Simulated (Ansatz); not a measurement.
**Si3N4 (P6_3/m): the G0W0 gap against the k mesh**

Wanted: mesh convergence of the gap correction in Si3N4 (P6_3/m).

Program: Ansatz 0.2.0. Level of theory: G0W0 on PBE, plane waves, PAW; PAW set soft_1. Results are calculated unless marked as measured.

This is a report of a sequence of runs, with most program output left out.

### Step 1. Set-up

It takes space group P6_3/m (No. 176, hexagonal). The conventional cell has a = 7.604 Å, b = 7.604 Å, c = 2.906 Å, α = 90.00°, β = 90.00°, γ = 120.00°. Nearest to Si lie 4 N at 1.73 to 1.74 Å. Nearest to N lie 3 Si at 1.74 Å. Nearest to N lie 3 Si at 1.73 Å. Farther neighbours and most contacts between anions are not listed.

Structure file:

```xyz
14
Lattice="7.6044 0.0000 0.0000 -3.8022 6.5856 0.0000 0.0000 0.0000 2.9063" Properties=species:S:1:pos:R:3 pbc="T T T"
Si    5.1801    1.1496    0.7266
Si    1.5945    5.0609    2.1797
Si    4.0188    3.9113    0.7266
Si   -1.3779    5.4360    2.1797
Si    2.2077    1.5247    0.7266
Si   -0.2166    2.6743    2.1797
N    -1.0237    2.1748    0.7266
N     5.2091    0.2009    2.1797
N     2.4306    4.6116    0.7266
N     4.8259    4.4108    2.1797
N    -1.4069    6.3847    0.7266
N     1.3716    1.9740    2.1797
N     3.8022    2.1952    0.7266
N     0.0000    4.3904    2.1797
```

The cell and positions come from the Crystallography Open Database and are kept as given unless a step says otherwise.

### Step 2. The 3×3×2 mesh

G0W0 replaces the xc potential by the self-energy, built once from these orbitals. Only a window of levels is corrected, while the sums run over the empty bands that the input names. This step takes PAW set soft_1 files.

Contents of input.yaml:

```yaml
crystal:
  lattice:
    - [7.6044, 0.0, 0.0]
    - [-3.8022, 6.5856035805, 0.0]
    - [0.0, 0.0, 2.9063]
  atoms:
    - { symbol: Si, position: [0.768477, 0.174557, 0.25] }
    - { symbol: Si, position: [0.59392, 0.768477, 0.75] }
    - { symbol: Si, position: [0.825443, 0.59392, 0.25] }
    - { symbol: Si, position: [0.231523, 0.825443, 0.75] }
    - { symbol: Si, position: [0.40608, 0.231523, 0.25] }
    - { symbol: Si, position: [0.174557, 0.40608, 0.75] }
    - { symbol: "N", position: [0.0305, 0.33024, 0.25] }
    - { symbol: "N", position: [0.70026, 0.0305, 0.75] }
    - { symbol: "N", position: [0.66976, 0.70026, 0.25] }
    - { symbol: "N", position: [0.9695, 0.66976, 0.75] }
    - { symbol: "N", position: [0.29974, 0.9695, 0.25] }
    - { symbol: "N", position: [0.33024, 0.29974, 0.75] }
    - { symbol: "N", position: [0.6666666667, 0.3333333333, 0.25] }
    - { symbol: "N", position: [0.3333333333, 0.6666666667, 0.75] }
kpoints:
  mp_grid: { grid: [3, 3, 2] }
hamiltonian:
  xc: pbe
  pseudopotentials: { kind: paw, azcp: { folder: soft_1 } }
scf:
  occupations: { method: fixed }
gw:
  n_empty_bands: 330
  ecut_chi: 100
  qp_bands: [v4, c4]
  qp_kpoints: band_edges
  screening: { model: contour_deformation }
```

Started as:

```bash
ansatz run input.yaml --threads 3 --pin off --max-ram 92160MiB --backend cuda --events-out ev --progress --plain --runs-dir out --devices 1 --max-vram 13GiB
```

The job ended after 19 s (1 × NVIDIA H100 80GB HBM3 (shared by 6 runs) with 3 threads of AMD EPYC 7R13 (Zen 3), shared host; peak memory 1.2 GiB).

This step gave:

```yaml
bands_summed: 362
rpa_eps_infinity_on_this_mesh_eigenvalues: 4.153, 4.153, 5.508
plane_waves_in_the_screening_matrix: 341
q_points_in_the_mesh: 18
g0w0_gap_on_the_mesh: 6.096 eV
k_of_the_valence_top: 0, 0, 0
k_of_the_conduction_bottom: 0, 0, 0
starting_gap_on_the_mesh: 4.457 eV
z_at_the_valence_top: 0.7874
z_at_the_conduction_bottom: 0.8267
least_direct_g0w0_gap_on_the_computed_points: 6.096 eV
```

The gap on the mesh goes from 4.46 eV to 6.10 eV, a correction of +1.64 eV. Between the two edge states, bare exchange in place of the xc potential would open the gap by 10.35 eV, and correlation takes back 8.71 eV.

### Step 3. The 3×3×4 mesh

Only the mesh changes. It samples the long-range screening, which converges on its own terms.

Edit input.yaml of step 2 so:

```diff
@@ -21,3 +21,3 @@
 kpoints:
-  mp_grid: { grid: [3, 3, 2] }
+  mp_grid: { grid: [3, 3, 4] }
 hamiltonian:
```

Wall time 17 s (1 × NVIDIA H100 80GB HBM3 (shared by 6 runs) with 3 threads); peak memory 1.3 GiB.

Numbers from this step:

```yaml
bands_summed: 362
rpa_eps_infinity_on_this_mesh_eigenvalues: 4.022, 4.022, 4.299
plane_waves_in_the_screening_matrix: 341
q_points_in_the_mesh: 36
g0w0_gap_on_the_mesh: 5.982 eV
k_of_the_valence_top: 0, 0, 0.25
k_of_the_conduction_bottom: 0, 0, 0
starting_gap_on_the_mesh: 4.394 eV
z_at_the_valence_top: 0.7944
z_at_the_conduction_bottom: 0.8340
least_direct_g0w0_gap_on_the_computed_points: 6.147 eV
```

Against the run with 3×3×2 mesh, 330 empty bands, screening to 100 eV, PAW set soft_1 files, the gap moves by −0.11 eV, while the start moved by −0.06 eV. A band edge is found at another k point on this mesh.

### Step 4. The 3×3×6 mesh

Edit input.yaml of step 3 so:

```diff
@@ -21,3 +21,3 @@
 kpoints:
-  mp_grid: { grid: [3, 3, 4] }
+  mp_grid: { grid: [3, 3, 6] }
 hamiltonian:
```

Wall time 41 s (1 × NVIDIA H100 80GB HBM3 (shared by 6 runs) with 3 threads); peak memory 1.5 GiB; 72 s of CPU time.

Numbers from this step:

```yaml
bands_summed: 362
rpa_eps_infinity_on_this_mesh_eigenvalues: 4.019, 4.019, 4.123
plane_waves_in_the_screening_matrix: 341
g0w0_gap_on_the_mesh: 5.890 eV
k_of_the_valence_top: 0, 0, 0.1667
k_of_the_conduction_bottom: 0, 0, 0
starting_gap_on_the_mesh: 4.324 eV
least_direct_g0w0_gap_on_the_computed_points: 6.138 eV
```

Against the run with 3×3×4 mesh, 330 empty bands, screening to 100 eV, PAW set soft_1 files, the gap moves by −0.09 eV, while the start moved by −0.07 eV. A band edge is found at another k point on this mesh.

### Step 5. The 6×6×6 mesh

Edit input.yaml of step 4 so:

```diff
@@ -21,3 +21,3 @@
 kpoints:
-  mp_grid: { grid: [3, 3, 6] }
+  mp_grid: { grid: [6, 6, 6] }
 hamiltonian:
```

Run time: 5.7 min. Hardware: 1 × NVIDIA H100 80GB HBM3 (shared by 6 runs) with 3 threads; peak memory 2.2 GiB.

This step gave:

```
bands summed                                 : 362
RPA ε∞ on this mesh (eigenvalues)            : 4.018, 4.018, 4.123
plane waves in the screening matrix          : 341
G0W0 gap on the mesh                         : 5.891 eV
k of the valence top                         : 0, 0, 0.1667
k of the conduction bottom                   : 0, 0, 0
starting gap on the mesh                     : 4.324 eV
least direct G0W0 gap on the computed points : 6.139 eV
```

Against the run with 3×3×6 mesh, 330 empty bands, screening to 100 eV, PAW set soft_1 files, the gap moves by +0.001 eV.

### Step 6. The 6×6×8 mesh

Edit input.yaml of step 5 so:

```diff
@@ -21,3 +21,3 @@
 kpoints:
-  mp_grid: { grid: [6, 6, 6] }
+  mp_grid: { grid: [6, 6, 8] }
 hamiltonian:
```

Elapsed: 6.5 min, on 1 × NVIDIA H100 80GB HBM3 (shared by 6 runs) with 3 threads; peak memory 2.6 GiB.

This step gave:

| Property | Result |
| --- | --- |
| bands summed | 362 |
| RPA ε∞ on this mesh (eigenvalues) | 4.018, 4.018, 4.097 |
| plane waves in the screening matrix | 341 |
| G0W0 gap on the mesh | 5.910 eV |
| k of the valence top | 0, 0, 0.125 |
| k of the conduction bottom | 0, 0, 0 |
| starting gap on the mesh | 4.342 eV |
| least direct G0W0 gap on the computed points | 6.136 eV |

Against the run with 6×6×6 mesh, 330 empty bands, screening to 100 eV, PAW set soft_1 files, the gap moves by +0.019 eV. A band edge is found at another k point on this mesh.

### Step 7. The meshes together

Times are wall times on 1 × NVIDIA H100 80GB HBM3 (shared by 6 runs) with 3 threads of AMD EPYC 7R13 (Zen 3), shared host, good to a factor of about two.

```
 mesh  points  irreducible  start (eV)  G0W0 (eV)  shift (eV)  RPA ε∞ (mean)     time
3×3×2      18            6       4.457      6.096      +1.639           4.61     19 s
3×3×4      36            9       4.394      5.982      +1.587           4.11     17 s
3×3×6      54           12       4.324      5.890      +1.567           4.05     41 s
6×6×6     216           32       4.324      5.891      +1.567           4.05  5.7 min
6×6×8     288           40       4.342      5.910      +1.568           4.04  6.5 min
```

### Step 8. Results

```json
{
 "3×3×2": "6.096 eV (shift +1.639)",
 "3×3×4": "5.982 eV (shift +1.587)",
 "3×3×6": "5.890 eV (shift +1.567)",
 "6×6×6": "5.891 eV (shift +1.567)",
 "6×6×8": "5.910 eV (shift +1.568)",
 "settings": "PBE start, 330 empty bands, 100 eV"
}
```

**Reading.** The shift is +1.64 eV on 3×3×2 and +1.57 eV on 6×6×8. On 6×6×8 the edges lie at (0.000, 0.000, 0.125) and Γ, on 6×6×6 at (0.000, 0.000, 0.167) and Γ, so these two shifts belong to different pairs of states. The RPA ε∞ (mean) ranges from 4.04 to 4.61 and ends at 4.04; the coarsest mesh overstates it. The starting gap changes too, by 0.13 eV, since the meshes hold different points and converge the density differently. From 18 to 288 points the time grows 20-fold. Bands and cutoff are modest here, so the values stand off the basis limit.

[Paths, hosts, dates, memory and timing lines, banners, echoed tables and standing remarks are left out of the program output.]

[Logs are printed without paths, hosts, clocks, repeated set-up lines and the standing remarks that a program may print on its own settings, such as how far it seeks lower states.]

[Runs of the session that timed out or met a known fault of the program may be left out.]

[Cells called generated may have been cut or substituted from an entry of the Crystallography Open Database or the Materials Project.]

[Hosts, paths, dates, database ids (printed as entryN), source tags and the programs' standing remarks are cut or masked in the printed files.]
